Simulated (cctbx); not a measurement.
**A crystallographic session in cctbx: Mn3FeCu2O8**

Library: cctbx 2025.11. The data are simulated by the first script.

## 1. Simulate the data

run.py:

```python
from cctbx import adptbx, crystal, miller, sgtbx, xray
from cctbx.array_family import flex
from iotbx.shelx import hklf
from scitbx import matrix
import scitbx.random

cs = crystal.symmetry(unit_cell=(5.857, 5.857, 14.745, 90, 90, 120), space_group_symbol='Hall: R 3 -2"')  # R3m
atoms = [  # label, site, U (iso, or U11 U22 U33 U12 U13 U23 in A^2), occupancy
    ("Cu1", (1/3, 2/3, 0.16723), (0.0107, 0.0107, 0.0090, 0.0054, 0.0000, 0.0000), 1),
    ("Cu2", (0, 0, 0.11753), (0.0098, 0.0098, 0.0109, 0.0049, 0.0000, 0.0000), 1),
    ("Fe1", (2/3, 1/3, 0.21873), (0.0121, 0.0121, 0.0099, 0.0060, -0.0000, 0.0000), 1),
    ("Mn1", (0.16883, 0.33767, 0.33267), (0.0096, 0.0083, 0.0095, 0.0041, 0.0002, 0.0004), 1),
    ("O1", (2/3, 1/3, 0.07393), (0.0169, 0.0169, 0.0197, 0.0085, 0.0000, -0.0000), 1),
    ("O2", (0.47927, 0.95853, 0.25993), (0.0150, 0.0149, 0.0128, 0.0074, -0.0003, -0.0006), 1),
    ("O3", (0.18397, 0.81603, 0.07053), (0.0194, 0.0194, 0.0142, 0.0097, -0.0001, 0.0001), 1),
    ("O4", (0, 0, 0.26093), (0.0179, 0.0179, 0.0130, 0.0089, 0.0000, -0.0000), 1),
]
xs = xray.structure(crystal_symmetry=cs)
for label, site, u, occ in atoms:
    u = adptbx.u_cif_as_u_star(cs.unit_cell(), u) if isinstance(u, tuple) else u
    xs.add_scatterer(xray.scatterer(label, site=site, u=u, occupancy=occ))
xs.set_inelastic_form_factors(0.56087, "sasaki")
xs.show_summary()
p1 = xs.expand_to_p1()
ms = miller.build_set(p1, anomalous_flag=True, d_min=0.6)
flex.set_random_seed(245698)
scitbx.random.set_random_seed(245698)
ms = ms.select(flex.random_double(ms.size()) < 0.7)
i = ms.structure_factors_from_scatterers(p1, algorithm="direct").f_calc().as_intensity_array().data()
i = i / flex.sqrt(1 + 0.1 * i / flex.max(i))  # extinction
i = i * 5000 / flex.max(i)
sig = flex.sqrt(i + flex.pow2(0.03 * i) + 15 ** 2)
noise = scitbx.random.variate(scitbx.random.normal_distribution())(i.size())
data = ms.array(data=i + sig * noise, sigmas=sig).set_observation_type_xray_intensity()
with open("data.hkl", "w") as f:
    data.export_as_shelx_hklf(f)
print("reflections written:", data.size(), " <I/sigma> = %.1f" % flex.mean(data.data() / data.sigmas()))
for h, a, b in list(data.sort("data"))[:12]:
    print("%4d%4d%4d %9.1f %7.1f" % (h + (a, b)))
```

```console
$ python run.py
```

```text
Number of scatterers: 8
At special positions: 8
Unit cell: (5.857, 5.857, 14.745, 90, 90, 120)
Space group: R 3 m :H (No. 160)
reflections written: 5941  <I/sigma> = 2.1
  -4   2   0    5041.9   166.5
   2   2   0    5022.6   166.5
  -2  -2   0    4992.3   166.5
   2  -4   0    4961.3   166.5
  -2   2   8    4854.0   160.7
   0  -2   8    4830.3   160.7
   2   0   8    4768.2   160.7
   0   2  -8    4609.4   160.6
   1  -1   5    2462.8    86.1
  -1   1  -5    2375.3    86.4
   0   1   5    2256.1    86.1
   1   0  -5    2239.8    86.4
```

Run time: 0.37 s on 1 thread of Arm Neoverse N1 (shared host), peak memory 0.07 GiB.

## 2. Symmetry

run.py:

```python
from cctbx import crystal, sgtbx, statistics
from cctbx.array_family import flex
from iotbx.shelx import hklf

p1 = crystal.symmetry(unit_cell=(5.857, 5.857, 14.745, 90, 90, 120), space_group_symbol="P 1")
raw = hklf.reader(file_name="data.hkl").as_miller_arrays(crystal_symmetry=p1, anomalous=True)[0]
print(raw.size(), "reflections to d = %.3f A" % raw.d_min())
isig = raw.data() / raw.sigmas()
print("centring   violations  <I/sigma> of those")
best = "P"
for c in "ABCIRF":
    a = raw.customized_copy(space_group_info=sgtbx.space_group_info("Hall: %s 1" % c)).sys_absent_flags().data()
    m = flex.mean(isig.select(a))
    print("%5s %10d of %5d %8.1f" % (c, (isig.select(a) > 4).count(True), a.count(True), m))
    if (isig.select(a) > 4).count(True) < 0.01 * a.count(True):
        best = c
raw = raw.select(~raw.customized_copy(space_group_info=sgtbx.space_group_info("Hall: %s 1" % best)).sys_absent_flags().data())
isig = raw.data() / raw.sigmas()
rows = []
for s in sgtbx.space_group_symbol_iterator():
    g = sgtbx.space_group(s)
    if g.conventional_centring_type_symbol() != best or not g.is_compatible_unit_cell(p1.unit_cell(), 1e-3, 0.02):
        continue
    rows.append((s, g))
print("Laue class    unique    Rint  (classes that these axes allow; Friedel mates merged)")
rint = {}
for s, g in rows:
    laue = g.build_derived_patterson_group()
    key = laue.type().hall_symbol()
    if key not in rint:
        m = raw.customized_copy(space_group_info=laue.info(), anomalous_flag=False).merge_equivalents()
        rint[key] = m.r_int()
        print("%-14s %6d %7.3f" % (laue.type().lookup_symbol(), m.array().size(), m.r_int()))
floor = min(rint.values())
good = [(s, g) for s, g in rows if rint[g.build_derived_patterson_group().type().hall_symbol()] < 2 * floor + 0.03]
top = max(g.build_derived_patterson_group().order_z() for s, g in good)
print("space group    extra absences  I>4sigma  <I/sigma>")
for s, g in good:
    laue = g.build_derived_patterson_group()
    if laue.order_z() != top:
        continue
    a = raw.customized_copy(space_group_info=g.info()).sys_absent_flags().data()
    a &= ~raw.customized_copy(space_group_info=laue.info()).sys_absent_flags().data()
    bad = (isig.select(a) > 4).count(True)
    if bad <= 0.03 * a.count(True):
        print("%-16s %8d %10d %9s  %s" % (s.universal_hermann_mauguin(), a.count(True), bad, "%.1f" % flex.mean(isig.select(a)) if a.count(True) else "-", "centric" if g.is_centric() else "acentric"))
laue = max(good, key=lambda t: t[1].build_derived_patterson_group().order_z())[1].build_derived_patterson_group()
f = raw.customized_copy(space_group_info=laue.info(), anomalous_flag=False).merge_equivalents().array().eliminate_sys_absent().f_sq_as_f()
f.set_observation_type_xray_amplitude()
bins = max(3, min(8, f.size() // 12))
f.setup_binner(n_bins=bins)
w = statistics.wilson_plot(f, {e: n / laue.order_z() for e, n in {'Cu': 6.0, 'Fe': 3.0, 'Mn': 9.0, 'O': 24.0}.items()}, e_statistics=True)
print("Wilson B = %.2f A^2   <|E^2-1|> = %.3f (0.968 centric, 0.736 acentric)   E^2>4: %.1f %%" % (w.wilson_b, w.mean_e_sq_minus_1, w.percent_e_sq_gt_2))
print("shell (A)         n   <I/sigma>")
m = raw.customized_copy(space_group_info=laue.info(), anomalous_flag=False).merge_equivalents().array().eliminate_sys_absent()
for b in m.setup_binner(n_bins=bins).range_used():
    sel = m.binner().selection(b)
    print("%5.2f - %4.2f %6d %8.1f" % (min(m.binner().bin_d_range(b)[0] if m.binner().bin_d_range(b)[0] > 0 else 99, 99), m.binner().bin_d_range(b)[1], sel.count(True), flex.mean((m.data() / m.sigmas()).select(sel))))
```

```console
$ python run.py
```

```text
5941 reflections to d = 0.601 A
centring   violations  <I/sigma> of those
    A        457 of  2988      1.8
    B        442 of  2990      1.7
    C        425 of  2936      1.7
    I        444 of  3017      1.7
    R          0 of  3949     -0.0
    F        662 of  4457      1.7
Laue class    unique    Rint  (classes that these axes allow; Friedel mates merged)
R -3 :H           471   0.073
R -3 m :H         291   0.077
space group    extra absences  I>4sigma  <I/sigma>
R 3 2 :H                0          0         -  acentric
R 3 m :H                0          0         -  acentric
R -3 m :H               0          0         -  centric
Wilson B = 0.82 A^2   <|E^2-1|> = 0.783 (0.968 centric, 0.736 acentric)   E^2>4: 1.4 %
shell (A)         n   <I/sigma>
 4.92 - 1.20     44     29.7
 1.20 - 0.95     41     21.4
 0.95 - 0.83     34     15.4
 0.83 - 0.76     35     11.6
 0.76 - 0.70     38     12.2
 0.70 - 0.66     32     11.5
 0.66 - 0.63     36     10.2
 0.63 - 0.60     31      6.4
```

Time: 0.34 s.

## 3. Patterson map

run.py:

```python
from cctbx import crystal, maptbx
from iotbx.shelx import hklf

cs = crystal.symmetry(unit_cell=(5.857, 5.857, 14.745, 90, 90, 120), space_group_symbol='Hall: R 3 -2"')  # R3m
raw = hklf.reader(file_name="data.hkl").as_miller_arrays(crystal_symmetry=cs, anomalous=True)[0]
merged = raw.eliminate_sys_absent().merge_equivalents()
fo2 = merged.array().set_observation_type_xray_intensity()
f = fo2.average_bijvoet_mates().f_sq_as_f()
pm = f.patterson_map(symmetry_flags=maptbx.use_space_group_symmetry, sharpening=True, resolution_factor=0.25)
peaks = pm.peak_search(parameters=maptbx.peak_search_parameters(min_distance_sym_equiv=0.4, max_clusters=14)).all()
top = peaks.heights()[0]
print("Patterson group", f.patterson_symmetry().space_group_info())
print("      u       v       w   height  length (A)")
for x, h in zip(peaks.sites(), peaks.heights()):
    y = [t - round(t) for t in x]
    print("%7.3f %7.3f %7.3f %8.1f %8.2f" % (x + (1000 * h / top, cs.unit_cell().length(y))))
```

```console
$ python run.py
```

```text
Patterson group R -3 m :H
      u       v       w   height  length (A)
  0.000   0.000   0.000   1000.0     0.00
  0.000   0.000   0.383    396.0     5.65
  0.000   0.500   0.500    296.8     7.93
  0.001   0.500   0.115    280.0     3.39
  0.000   0.500   0.000    259.3     2.93
  0.000   0.000   0.237    205.8     3.49
  0.020   0.510   0.744    134.9     4.78
  0.047   0.523   0.373     51.0     6.23
  0.046   0.093   0.952     46.6     0.84
  0.085   0.170   0.007     39.8     0.87
  0.080   0.159   0.231     39.0     3.50
  0.114   0.229   0.168     33.9     2.74
  0.000   0.000   0.156     32.9     2.30
  0.000   0.144   0.000     32.7     0.85
```

Time: 0.36 s.

## 4. Charge flipping

run.py:

```python
import itertools
from cctbx import crystal, maptbx
from cctbx.array_family import flex
from iotbx.shelx import hklf
from smtbx.ab_initio import charge_flipping as cf

cs = crystal.symmetry(unit_cell=(5.857, 5.857, 14.745, 90, 90, 120), space_group_symbol='Hall: R 3 -2"')  # R3m
raw = hklf.reader(file_name="data.hkl").as_miller_arrays(crystal_symmetry=cs, anomalous=True)[0]
merged = raw.eliminate_sys_absent().merge_equivalents()
fo2 = merged.array().set_observation_type_xray_intensity()
f = fo2.average_bijvoet_mates().f_sq_as_f().resolution_filter(d_min=0.9)
p1 = f.expand_to_p1()
p1.setup_binner_counting_sorted(reflections_per_bin=max(40, p1.size() // 12))
work = p1.array(data=p1.data() / p1.amplitude_quasi_normalisations().data())
flex.set_random_seed(78052)
it = cf.weak_reflection_improved_iterator(delta=None, weak_reflection_fraction=0.1)
it.start(work, phases=flex.random_double(p1.size()) * 6.2832, f_000=0)
it.delta = 1.2 * it.rho_map.sigma()
print("cycle      R  skewness")
for n, st in enumerate(itertools.islice(it, 100)):
    if n % 8 == 0:
        print("%5d %6.3f %8.2f" % (n, st.r1_factor(), st.rho_map.skewness()))
rho = p1.phase_transfer(it.f_calc).fft_map().apply_volume_scaling()
polish = cf.low_density_elimination_iterator(constant_rho_c=rho.sigma())
polish.start(f_obs=p1, phases=it.f_calc, f_000=0)
for _ in range(8):
    next(polish)
print("origin shift          correlation  skewness")
maps = []
for fc, shift, cc in itertools.islice(cf.f_calc_symmetrisations(f, polish.f_calc, 0), 4):
    m = f.phase_transfer(fc).fft_map(symmetry_flags=maptbx.use_space_group_symmetry, resolution_factor=0.25).apply_sigma_scaling()
    maps.append((m.skewness(), cc, m))
    print("%6.3f %6.3f %6.3f %10.3f %9.2f" % (tuple(shift) + (cc, m.skewness())))
skew, cc, m = max((t for t in maps if t[1] > maps[0][1] - 0.04), key=lambda t: t[0])
print("taken: symmetry correlation %.3f, skewness %.2f" % (cc, skew))
peaks = m.peak_search(parameters=maptbx.peak_search_parameters(min_distance_sym_equiv=0.9, max_clusters=13)).all()
sps = cs.special_position_settings(min_distance_sym_equiv=0.5)
print("peak      x       y       z  mult  height/sigma")
for k, (x, h) in enumerate(zip(peaks.sites(), peaks.heights())):
    ss = sps.site_symmetry(x)
    print("Q%-3d %7.4f %7.4f %7.4f %4d %8.1f" % ((k + 1,) + tuple(t % 1 for t in ss.exact_site()) + (ss.multiplicity(), h)))
```

```console
$ python run.py
```

```text
cycle      R  skewness
    0  0.553     0.24
    8  0.485     1.96
   16  0.463     2.20
   24  0.469     1.95
   32  0.471     2.33
   40  0.467     2.00
   48  0.500     2.02
   56  0.446     1.98
   64  0.482     1.92
   72  0.485     2.06
   80  0.470     2.07
   88  0.460     2.18
   96  0.465     2.04
origin shift          correlation  skewness
 0.182  0.545  0.000      0.936      4.10
-0.151  0.878 -0.000      0.936      4.10
 0.241  0.094  0.000      0.856      1.94
 0.014  0.217  0.000      0.851      2.00
taken: symmetry correlation 0.936, skewness 4.10
peak      x       y       z  mult  height/sigma
Q1    0.0000  0.0000  0.3540    3     14.9
Q2    0.9997  0.4998  0.2429    9      8.7
Q3    0.0000  0.0000  0.7342    3      6.8
Q4    0.0000  0.0000  0.9825    3      6.4
Q5    0.0000  0.0000  0.0912    3      4.0
Q6    0.0057  0.5029  0.4983    9      3.2
Q7    0.1965  0.3930  0.3491    9      1.9
Q8    0.0755  0.1510  0.2780    9      1.9
Q9    0.2162  0.4325  0.9755    9      1.4
Q10   0.1138  0.2275  0.4248    9      1.3
Q11   0.0270  0.5135  0.8511    9      1.2
Q12   0.0733  0.1465  0.8906    9      1.0
Q13   0.0670  0.1339  0.5145    9      1.0
```

Time: 0.41 s.

## 5. Refinement (model from the peaks)

run.py:

```python
import math
from cctbx import adptbx, crystal, maptbx, sgtbx, xray
from cctbx.array_family import flex
from cctbx.xray import observations
from iotbx.shelx import hklf
from scitbx.lstbx import normal_eqns_solving
from smtbx import absolute_structure, utils
from smtbx.refinement import constraints, least_squares

cs = crystal.symmetry(unit_cell=(5.857, 5.857, 14.745, 90, 90, 120), space_group_symbol='Hall: R 3 -2"')  # R3m
atoms = [  # label, site, U (iso, or U11 U22 U33 U12 U13 U23 in A^2), occupancy
    ("Cu1", (0, 0, 0.354), 0.0200, 1),
    ("Mn1", (0.9997, 0.4998, 0.2429), 0.0200, 1),
    ("Cu2", (0, 0, 0.7342), 0.0200, 1),
    ("Fe1", (0, 0, 0.9825), 0.0200, 1),
    ("O1", (0, 0, 0.0912), 0.0200, 1),
    ("O2", (0.0057, 0.5029, 0.4983), 0.0200, 1),
    ("O3", (0.1965, 0.393, 0.3491), 0.0200, 1),
]
xs = xray.structure(crystal_symmetry=cs)
for label, site, u, occ in atoms:
    u = adptbx.u_cif_as_u_star(cs.unit_cell(), u) if isinstance(u, tuple) else u
    xs.add_scatterer(xray.scatterer(label, site=site, u=u, occupancy=occ))
xs.set_inelastic_form_factors(0.56087, "sasaki")
raw = hklf.reader(file_name="data.hkl").as_miller_arrays(crystal_symmetry=cs, anomalous=True)[0]
merged = raw.eliminate_sys_absent().merge_equivalents()
fo2 = merged.array().set_observation_type_xray_intensity()
print("Rint %.3f, %d unique reflections to %.2f A" % (merged.r_int(), fo2.size(), fo2.d_min()))
for sc in xs.scatterers():
    sc.flags.set_grad_site(True)
    sc.flags.set_grad_u_aniso(sc.flags.use_u_aniso())
    sc.flags.set_grad_u_iso(sc.flags.use_u_iso())
obs = fo2.as_xray_observations()
extra = {}
rep = constraints.reparametrisation(xs, [], utils.connectivity_table(xs), **extra)
ls = least_squares.crystallographic_ls(obs, rep, weighting_scheme=least_squares.mainstream_shelx_weighting(a=0, b=0))
print("cycle     R1     wR2    GooF  max shift (A)")
for cycle in range(6):
    ls.build_up()
    r1, wr2, goof = ls.r1_factor(cutoff_factor=2)[0], ls.wR2(), ls.goof()
    old = xs.sites_cart()
    normal_eqns_solving.levenberg_marquardt_iterations(ls, n_max_iterations=3, tau=0.0001, step_threshold=1e-7)
    big = flex.max((xs.sites_cart() - old).norms())
    print("%4d %7.4f %7.4f %7.3f %9.5f" % (cycle + 1, r1, wr2, goof, big))
    ls.build_up(objective_only=True)
    if abs(ls.wR2() - wr2) < 5e-5 and big < 5e-4:
        break
ls.build_up()
print("final R1 %.4f wR2 %.4f GooF %.3f  parameters %d  data/parameter %.1f" % (ls.r1_factor(cutoff_factor=2)[0], ls.wR2(), ls.goof(), ls.n_parameters, fo2.size() / ls.n_parameters))
cov = ls.covariance_matrix_and_annotations()
su = dict(zip(cov.annotations, (math.sqrt(max(v, 0)) for v in cov.matrix.matrix_packed_u_diagonal())))
a2 = cs.unit_cell().reciprocal_parameters()[0] ** -2
print("atom        x        y        z      Ueq    occ   su(xyz)  su(Uiso or U11)")
for sc in xs.scatterers():
    s = max(su.get(sc.label + k, 0) for k in (".x", ".y", ".z"))
    npd = "" if sc.is_positive_definite_u(cs.unit_cell()) else "  NPD"
    print("%-5s %8.5f %8.5f %8.5f %8.4f %6.3f %8.5f %7.4f%s" % ((sc.label,) + sc.site + (sc.u_iso_or_equiv(cs.unit_cell()), sc.occupancy, s, su.get(sc.label + ".uiso", su.get(sc.label + ".u11", 0) * a2), npd)))
fo = fo2.f_sq_as_f()
fc = fo.structure_factors_from_scatterers(xs, algorithm="direct").f_calc()
diff = fo.f_obs_minus_f_calc(1 / math.sqrt(ls.scale_factor()), fc).average_bijvoet_mates()
m = diff.fft_map(symmetry_flags=maptbx.use_space_group_symmetry, resolution_factor=0.25).apply_volume_scaling()
print("difference map: max %.2f min %.2f rms %.2f" % (m.statistics().max(), m.statistics().min(), m.statistics().sigma()))
peaks = m.peak_search(parameters=maptbx.peak_search_parameters(min_distance_sym_equiv=0.6, max_clusters=6)).all()
near = xs.closest_distances(peaks.sites(), distance_cutoff=4)
sps = cs.special_position_settings(min_distance_sym_equiv=0.5)
for k, (x, h) in enumerate(zip(peaks.sites(), peaks.heights())):
    ss = sps.site_symmetry(x)
    print("Q%-3d %7.4f %7.4f %7.4f %4d %7.2f  %.2f A from %s" % ((k + 1,) + tuple(t % 1 for t in ss.exact_site()) + (ss.multiplicity(), h, near.smallest_distances[k], xs.scatterers()[near.i_seqs[k]].label)))
```

```console
$ python run.py
```

```text
Rint 0.073, 573 unique reflections to 0.60 A
cycle     R1     wR2    GooF  max shift (A)
   1  0.3219  0.5756   9.015   0.56469
   2  0.1369  0.3125   4.895   0.10433
   3  0.1278  0.2983   4.672   0.03681
   4  0.1266  0.2963   4.641   0.02978
   5  0.1259  0.2950   4.621   0.02562
   6  0.1253  0.2941   4.606   0.02289
final R1 0.1248 wR2 0.2933 GooF 4.595  parameters 17  data/parameter 33.7
atom        x        y        z      Ueq    occ   su(xyz)  su(Uiso or U11)
Cu1    0.00000  0.00000  0.35454   0.0001  1.000  0.00060  0.0009
Mn1    1.00164  0.50082  0.23800   0.0100  1.000  0.00143  0.0007
Cu2    0.00000  0.00000  0.73905   0.0124  1.000  0.00061  0.0010
Fe1    0.00000  0.00000  0.97975   0.0538  1.000  0.00105  0.0055
O1     0.00000  0.00000  0.12200   0.0001  1.000  0.00273  0.0052
O2     0.03164  0.51582  0.49476   0.0065  1.000  0.00404  0.0032
O3     0.19743  0.39486  0.32790   0.0587  1.000  0.00973  0.0130
difference map: max 30.58 min -10.76 rms 1.41
Q1    0.0000  0.0000  0.1238    3   30.99  0.03 A from O1
Q2    0.0000  0.0000  0.5921    3   19.52  1.71 A from Mn1
Q3    0.0726  0.0363  0.3473    9    8.30  0.38 A from Cu1
Q4    0.0047  0.5024  0.8541    9    6.18  1.81 A from O2
Q5    0.1936  0.3873  0.3035    9    5.43  0.36 A from O3
Q6    0.0000  0.0000  0.5003    3    5.12  1.98 A from Mn1
```

Time: 0.67 s.

Figures of merit this high mean that the model is still wrong or incomplete.

[Logs are printed without paths, hosts, clocks, repeated set-up lines and the standing remarks that a program may print on its own settings, such as how far it seeks lower states.]
